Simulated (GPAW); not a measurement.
# Optical response of Rb

Aim: the dielectric function of Rb, and the optical constants that follow from it. The cell comes from an older database entry, whose edges can differ from later determinations, mostly by under a per cent.

Program: GPAW 26.7.0. Level of theory: DFT, PBE, plane-wave PAW (GPAW data sets), scalar-relativistic, RPA, optical limit. Results are calculated unless marked as measured.

The database entry behind the starting cell lists a temperature near 78 K, so it need not match the best structure at ambient conditions.

## Step 1: The starting structure

It takes space group Im-3m (No. 229, cubic). The conventional cell has a = 5.605 Å, b = 5.605 Å, c = 5.605 Å, α = 90.00°, β = 90.00°, γ = 90.00°. Nearest to Rb lie 8 Rb at 4.85 Å.

As a file:

```
Rb
1.0
    -2.80250    2.80250    2.80250
     2.80250   -2.80250    2.80250
     2.80250    2.80250   -2.80250
Rb
1
Direct
  0.00000 0.00000 0.00000
```

## Step 2: Ground state

First the ground state: is it a metal or has it a gap?

This step: DFT, PBE, plane-wave PAW (GPAW data sets), scalar-relativistic, ground state (GPAW 26.7.0).

gs.py reads:

```python
from ase import Atoms
from ase.dft.bandgap import bandgap
from gpaw import GPAW, PW, FermiDirac

atoms = Atoms(['Rb'],
              cell=[[-2.802500000000, 2.802500000000, 2.802500000000],
                    [2.802500000000, -2.802500000000, 2.802500000000],
                    [2.802500000000, 2.802500000000, -2.802500000000]],
              scaled_positions=[[0.000000000000, 0.000000000000, 0.000000000000]],
              pbc=[True, True, True])
atoms.calc = GPAW(mode=PW(500), xc='PBE', kpts={'size': (6, 6, 6), 'gamma': True},
                  occupations=FermiDirac(0.05), maxiter=150, txt='gs.txt')
print('energy (eV)', atoms.get_potential_energy())
print('Fermi level (eV)', atoms.calc.get_fermi_level())
print('valence electrons', atoms.calc.get_number_of_electrons())
print('gap (eV)', bandgap(atoms.calc, output=None)[0])
print('direct gap (eV)', bandgap(atoms.calc, direct=True, output=None)[0])
atoms.calc.write('gs.gpw')
```

On the command line:

```sh
OMP_NUM_THREADS=1 python gs.py
```

Numbers of over 12 decimals in the logs are rounded to 6 here.

What it wrote:

```text
__  _  _
 | _ |_)|_||  |
 |__||  | ||/\| - 26.7.0

Versions:
  Python: 3.12.14
  ASE:    3.29.0
  Numpy:  2.5.5
  Scipy:  1.18.1
  Libxc:  7.0.0

Input parameters:
  mode=PW(ecut=500.0),
  kpts=MonkhorstPack(size=(6, 6, 6), gamma=True),
  maxiter=150,
  occupations=Occupations(name='fermi-dirac', width=0.05, fixmagmom=False),
  xc=XC(name='PBE')

Diagonalizing LCAO Hamiltonian
Converting LCAO to pw mode

       Rb

Atoms  # Å, Bohr magnetons
|   | symbol |        x |        y |        z |    initial magnetic moments |
| 0 |     Rb | 0.000000 | 0.000000 | 0.000000 | ( 0.0000,  0.0000,  0.0000) |

Unit cell  # Å
| periodic |         x |         y |         z |  lengths |     angles |
|      yes | -2.802500 |  2.802500 |  2.802500 | 4.854072 | 109.471221 |
|      yes |  2.802500 | -2.802500 |  2.802500 | 4.854072 | 109.471221 |
|      yes |  2.802500 |  2.802500 | -2.802500 | 4.854072 | 109.471221 |

Number of symmetries: 48
Symmetry operations  # r_c * U_cc + t_c -> r_c
|    | kind |            matrix            |
|  0 |  σ   |  1, 1, 1,  0, 0,-1,  0,-1, 0 |
|  1 |  C4  |  1, 1, 1,  0, 0,-1, -1, 0, 0 |
|  2 |  C2  |  1, 1, 1,  0,-1, 0,  0, 0,-1 |
|  3 |  S6  |  1, 1, 1,  0,-1, 0, -1, 0, 0 |
|  4 |  S6  |  1, 1, 1, -1, 0, 0,  0, 0,-1 |
|  5 |  C4  |  1, 1, 1, -1, 0, 0,  0,-1, 0 |
|  6 |  E   |  1, 0, 0,  0, 1, 0,  0, 0, 1 |
|  7 |  σ   |  1, 0, 0,  0, 1, 0, -1,-1,-1 |
|  8 |  σ   |  1, 0, 0,  0, 0, 1,  0, 1, 0 |
|  9 |  C3  |  1, 0, 0,  0, 0, 1, -1,-1,-1 |
| 10 |  C3  |  1, 0, 0, -1,-1,-1,  0, 1, 0 |
| 11 |  σ   |  1, 0, 0, -1,-1,-1,  0, 0, 1 |
| 12 |  σ   |  0, 1, 0,  1, 0, 0,  0, 0, 1 |
| 13 |  C2  |  0, 1, 0,  1, 0, 0, -1,-1,-1 |
| 14 |  C3  |  0, 1, 0,  0, 0, 1,  1, 0, 0 |
| 15 |  S4  |  0, 1, 0,  0, 0, 1, -1,-1,-1 |
| 16 |  S4  |  0, 1, 0, -1,-1,-1,  1, 0, 0 |
| 17 |  C3  |  0, 1, 0, -1,-1,-1,  0, 0, 1 |
| 18 |  C3  |  0, 0, 1,  1, 0, 0,  0, 1, 0 |
| 19 |  S4  |  0, 0, 1,  1, 0, 0, -1,-1,-1 |
| 20 |  σ   |  0, 0, 1,  0, 1, 0,  1, 0, 0 |
| 21 |  C3  |  0, 0, 1,  0, 1, 0, -1,-1,-1 |
| 22 |  C2  |  0, 0, 1, -1,-1,-1,  1, 0, 0 |
| 23 |  S4  |  0, 0, 1, -1,-1,-1,  0, 1, 0 |
| 24 |  C4  |  0, 0,-1,  1, 1, 1,  0,-1, 0 |
| 25 |  σ   |  0, 0,-1,  1, 1, 1, -1, 0, 0 |
| 26 |  S6  |  0, 0,-1,  0,-1, 0,  1, 1, 1 |
| 27 |  C2  |  0, 0,-1,  0,-1, 0, -1, 0, 0 |
| 28 |  C4  |  0, 0,-1, -1, 0, 0,  1, 1, 1 |
| 29 |  S6  |  0, 0,-1, -1, 0, 0,  0,-1, 0 |
| 30 |  S6  |  0,-1, 0,  1, 1, 1,  0, 0,-1 |
| 31 |  C4  |  0,-1, 0,  1, 1, 1, -1, 0, 0 |
| 32 |  C4  |  0,-1, 0,  0, 0,-1,  1, 1, 1 |
| 33 |  S6  |  0,-1, 0,  0, 0,-1, -1, 0, 0 |
| 34 |  σ   |  0,-1, 0, -1, 0, 0,  1, 1, 1 |
| 35 |  C2  |  0,-1, 0, -1, 0, 0,  0, 0,-1 |
| 36 |  C2  | -1, 0, 0,  1, 1, 1,  0, 0,-1 |
| 37 |  S6  | -1, 0, 0,  1, 1, 1,  0,-1, 0 |
| 38 |  S6  | -1, 0, 0,  0, 0,-1,  1, 1, 1 |
| 39 |  C2  | -1, 0, 0,  0, 0,-1,  0,-1, 0 |
| 40 |  C2  | -1, 0, 0,  0,-1, 0,  1, 1, 1 |
| 41 |  i   | -1, 0, 0,  0,-1, 0,  0, 0,-1 |
| 42 |  S4  | -1,-1,-1,  1, 0, 0,  0, 1, 0 |
| 43 |  C3  | -1,-1,-1,  1, 0, 0,  0, 0, 1 |
| 44 |  C3  | -1,-1,-1,  0, 1, 0,  1, 0, 0 |
| 45 |  σ   | -1,-1,-1,  0, 1, 0,  0, 0, 1 |
| 46 |  S4  | -1,-1,-1,  0, 0, 1,  1, 0, 0 |
| 47 |  C2  | -1,-1,-1,  0, 0, 1,  0, 1, 0 |

BZ-sampling:
  Number of BZ points: 216
  Number of IBZ points: 16

  Monkhorst-Pack size: [6, 6, 6]
  Monkhorst-Pack shift: [0.083333, 0.083333, 0.083333]

K-points  # in reciprocal-cell coordinates
|     |                                coordinates |     weight |
|   0 | (  0.00000000,   0.00000000,   0.00000000) | 0.00462963 |
|   1 | (  0.16666667,   0.00000000,   0.00000000) | 0.05555556 |
|   2 | (  0.16666667,   0.16666667,  -0.16666667) | 0.02777778 |
|   3 | (  0.33333333,   0.00000000,  -0.16666667) | 0.11111111 |
|   4 | (  0.33333333,   0.00000000,   0.00000000) | 0.05555556 |
|   5 | (  0.33333333,   0.16666667,  -0.16666667) | 0.11111111 |
|   6 | (  0.33333333,   0.33333333,  -0.33333333) | 0.02777778 |
|   7 | (  0.33333333,   0.33333333,   0.16666667) | 0.05555556 |
|   8 | (  0.33333333,   0.33333333,   0.33333333) | 0.03703704 |
|   9 | (  0.50000000,   0.16666667,   0.16666667) | 0.03703704 |
| ... |                                            |            |
|  15 | (  0.50000000,   0.50000000,   0.50000000) | 0.00462963 |

Plane wave coefficients: 2254
Cutoff: 500.0 eV

Spin-components: 1 (collinear spins)
Bands:           5
Projectors:      5
Spin-degeneracy: 2
Datatype:        complex128

Parallelization:
  kpt:    1
  domain: 1
  band:   1

Density:
  Valence electrons: 9.0
  Components: 1
  Grid points: [27 27 27]
  Charge: 0.0  # |e|

Potential:
  Grid points: [27 27 27]

species:
  Rb:
    name:    Rubidium
    id:
    Z:       37.0
    valence: 9
    core:    28
    charge:  0.0  # [|e|]
    compensation charges:
      type: gauss
      rc: 0.38  # [Å]
      lmax: 2
    cutoffs:
      filter: 2.43  # [Å]
      core: 1.99  # [Å]
    projectors
    | kind |    occ | energy [eV] | rcut [Å] |
    |   4s |  2.000 |     -31.879 |    1.376 |
    |   5s |  1.000 |      -2.231 |    1.376 |
    |   4p |  6.000 |     -15.966 |    1.270 |
    |    p |        |      11.245 |    1.270 |
    |    d |        |       0.000 |    1.217 |

    Using partial waves for Rb as LCAO basis

Reference energy: -81103.352423  # eV

eigensolver:
  PPCG
  Converge bands: occupied
  niter=2

density mixing:
  MSR1-Mixer
  Pratt-step length: 0.05
  Maximum mixing coefficient: 0.75
  Old densities: 10
  SVD Regularization: 0.005
  Good broyden scale: 1.0
  Trust region scale: 1.0
  Backstep threshold: 4.0
  History deletion threshold: 6.0
  Fourier metric: weight=20.0, sigma=0.015

occupation numbers:
  Fermi-Dirac:
    width: 0.0500  # eV

poisson solver:
  ecut: 4000.0  # eV

xc functional:
  name: PBE with 2 nearest neighbor stencil

convergence criteria:
- Maximum [total energy] change in last 3 cyles: 0.0005 eV / valence electron
- Maximum integral of absolute [dens]ity change: 0.0001 electrons / valence electron
- Maximum integral of absolute [eigenst]ate change: 4e-08 eV^2 / valence electron
maximum number of iterations: 150

SCF iterations
|iter     |      energy | eigst |  dens |
|iter:   1||   -1.033891 | -0.79 |       |
|iter:   2||   -1.013831 | -2.53 | -1.29 |
|iter:   3||   -0.889273 | -1.89 | -1.32 |
|iter:   4||   -0.887521 | -3.11 | -1.80 |
|iter:   5||   -0.888028c| -4.23 | -2.11 |
|iter:   6||   -0.888030c| -6.12 | -3.36 |
|iter:   7||   -0.888031c| -7.30 | -3.69 |
|iter:   8||   -0.888031c| -7.89c| -4.91c|

Converged in 8 steps
SCF loop duration: 3.340 s (0.418 s/step)
Energy contributions relative to reference atoms: (reference = -81103.352423)

Energy contributions:
  Kinetic:           1.402576
  Coulomb:          -1.151201
  Zero:             -0.020453
  External:          0.000000
  Xc:               -1.111060
  Entropy:          -0.015784
  Spinorbit:         0.000000
  ----------------------------
  Free energy:      -0.895923
  Extrapolated:     -0.888031

dipole moment: (-10.734543, -10.734543, -10.734543)  # |e|*Ang

Fermi level: 1.313
Eigenvalues  # (at kpt = [0.000, 0.000, 0.000])
| band index |      eig [eV] | occ [0-2] |
|          0 |       -27.576 |     2.000 |
|          1 |       -11.630 |     2.000 |
|          2 |       -11.630 |     2.000 |
|          3 |       -11.630 |     2.000 |
|          4 |        -0.717 |     2.000 |

No gap
No difference between direct/indirect transitions

--- standard output ---
energy (eV) -0.888031
Fermi level (eV) 1.313297
valence electrons 9.0
gap (eV) 0.0
direct gap (eV) 0.0
```

Elapsed: 4.7 s, on 1 thread of Arm Neoverse V1, shared host; peak memory 0.14 GiB.

Numbers from this step:

* energy: -0.8880 eV
* Fermi energy: 1.313 eV
* electrons: 9

There are states at the Fermi level within the smearing, so the occupations stay smeared and the carriers get a Drude term.

## Step 3: Bands for the response

At the fixed density, many empty bands are solved on the mesh of the response, since the spectrum sums over them.

This step: DFT, PBE, plane-wave PAW (GPAW data sets), scalar-relativistic, bands at fixed density (GPAW 26.7.0).

nscf.py reads:

```python
from ase.dft.bandgap import bandgap
from gpaw import GPAW, FermiDirac

calc = GPAW('gs.gpw').fixed_density(kpts={'size': (11, 11, 11), 'gamma': True}, nbands=75, convergence={'bands': 69},
                                    occupations=FermiDirac(0.05), txt='nscf.txt')
print('gap (eV)', bandgap(calc, output=None)[0])
print('direct gap (eV)', bandgap(calc, direct=True, output=None)[0])
print('top band over the Fermi level (eV)', min(calc.get_eigenvalues(kpt=k)[68] for k in range(len(calc.get_ibz_k_points()))) - calc.get_fermi_level())
calc.write('full.gpw', mode='all')
```

On the command line:

```sh
OMP_NUM_THREADS=1 python nscf.py
```

What it wrote:

```text
Diagonalizing LCAO Hamiltonian
Converting LCAO to pw mode
convergence criteria:
- Maximum integral of absolute [eigenst]ate change: 4e-08 eV^2 / valence electron
maximum number of iterations: 150

SCF iterations
|iter     |      energy | eigst |  dens |
|iter:   1||             | +4.36 |       |
|iter:   2||             | +3.12 |       |
|iter:   3||             | +2.01 |       |
|iter:   4||             | +1.02 |       |
|iter:   5||             | +0.32 |       |
|iter:   6||             | -0.26 |       |
|iter:   7||             | -0.85 |       |
|iter:   8||             | -1.34 |       |
|iter:   9||             | -1.86 |       |
|iter:  10||             | -2.35 |       |
|iter:  11||             | -2.80 |       |
|iter:  12||             | -3.29 |       |
|iter:  13||             | -3.83 |       |
|iter:  14||             | -4.29 |       |
|iter:  15||             | -4.72 |       |
|iter:  16||             | -5.23 |       |
|iter:  17||             | -5.62 |       |
|iter:  18||             | -6.11 |       |
|iter:  19||             | -6.48 |       |
|iter:  20||             | -6.88 |       |
|iter:  21||             | -7.21 |       |
|iter:  22||             | -7.51c|       |
SCF steps: 22
  __  _  _
 | _ |_)|_||  |
 |__||  | ||/\| - 26.7.0

Versions:
  Python: 3.12.14
  ASE:    3.29.0
  Numpy:  2.5.5
  Scipy:  1.18.1
  Libxc:  7.0.0

Input parameters:
  mode=PW(ecut=500.0),
  convergence={'bands': 69},
  gpts=array([27, 27, 27]),
  kpts=MonkhorstPack(size=(11, 11, 11), gamma=True),
  maxiter=150,
  nbands=75,
  occupations=Occupations(name='fermi-dirac', width=0.05, fixmagmom=False),
  parallel={},
  xc=XC(name='PBE')

--- standard output ---
gap (eV) 0.0
direct gap (eV) 0.0
top band over the Fermi level (eV) 40.240024
```

It took 6.4 min on 1 thread; peak memory 0.31 GiB.

## Step 4: Dielectric function, RPA

Transitions between filled and empty bands, summed over the zone, give the optical response, so mesh, band count and broadening shape it.

The induced potential is part of this response.

This step: DFT, PBE, plane-wave PAW (GPAW data sets), scalar-relativistic, RPA, optical limit (GPAW 26.7.0).

df.py reads:

```python
from gpaw.response.df import DielectricFunction

df = DielectricFunction('full.gpw', frequencies={'type': 'nonlinear', 'domega0': 0.03, 'omega2': 8},
                        ecut=50,
                        eta=0.15,
                        nbands=69,
                        rate=0.05,
                        txt='df.txt')
for direction in ['x']:
    df.get_dielectric_function(xc='RPA', direction=direction, filename=f'df_{direction}.csv')
```

On the command line:

```sh
OMP_NUM_THREADS=1 python df.py
```

What it wrote:

```text
Using integrator: PointIntegrator
NonLinearFrequencyDescriptor(from 0.000 to 73.623 eV, 511 points)
Nonperiodic BCs:  [False False False]
Using integrator: PointIntegrator
NonLinearFrequencyDescriptor(from 0.000 to 73.623 eV, 511 points)
Nonperiodic BCs:  [False False False]
Using integrator: PointIntegrator

Calculating chi0 body with:
    Ground state adapter containing:
    Number of spins: 1
    Number of kpoints: 1331
    Number of irreducible kpoints: 56
    Number of completely occupied states: 4
    Number of partially occupied states: 5

    Linear response parametrization:
    q_c: [0.0, 0.0, 0.0]
    Number of frequency points: 511
    Planewave cutoff: 50.0
    Number of bands: 69
    Number of planewaves: 79
    Broadening (eta): 0.15

Integrating chi0 body.

Symmetries of q_c:
    Direct symmetries (Uq -> q): 48
    Indirect symmetries (TUq -> q): 0
In total 48 allowed symmetries.

56 groups of equivalent kpoints. 95.792637% reduction.

Integral kind: spectral function

Calculating chi0 optical extensions with:
    Ground state adapter containing:
    Number of spins: 1
    Number of kpoints: 1331
    Number of irreducible kpoints: 56
    Number of completely occupied states: 4
    Number of partially occupied states: 5

    Linear response parametrization:
    Number of frequency points: 511
    Planewave cutoff: 50.0
    Number of bands: 69
    Number of planewaves: 79
    Broadening (eta): 0.15
Integrating chi0 head and wings.

Symmetries of q_c:
    Direct symmetries (Uq -> q): 48
    Indirect symmetries (TUq -> q): 0
In total 48 allowed symmetries.

56 groups of equivalent kpoints. 95.792637% reduction.

Integral kind: spectral function wings

Calculating drude chi0 with:
    Number of frequency points:511
    Plasma frequency decay rate: 0.05 eV

    Ground state adapter containing:
    Number of spins: 1
    Number of kpoints: 1331
    Number of irreducible kpoints: 56
    Number of completely occupied states: 4
    Number of partially occupied states: 5

Symmetries of q_c:
    Direct symmetries (Uq -> q): 48
    Indirect symmetries (TUq -> q): 0
In total 48 allowed symmetries.

56 groups of equivalent kpoints. 95.792637% reduction.

Integral kind: intraband
Plasma frequency:
[[3.42+0.j 0.  +0.j 0.  +0.j]
 [0.  +0.j 3.42+0.j 0.  -0.j]
 [0.  +0.j 0.  -0.j 3.42+0.j]]
```

Wall time 24 s (1 thread); peak memory 0.35 GiB.

Read-outs, printed or worked out from the files:

```
centre of weight of the strongest loss peak in the window : 3.187 eV
```

(Part 1 of 2 ends here.)

[Machine, clock and banner lines and Python warnings are left out of the logs.]

[Logs are printed without paths, hosts, clocks, repeated set-up lines and the standing remarks that a program may print on its own settings, such as how far it seeks lower states.]

[Hosts, paths, dates, database ids (printed as entryN), source tags and the programs' standing remarks are cut or masked in the printed files.]
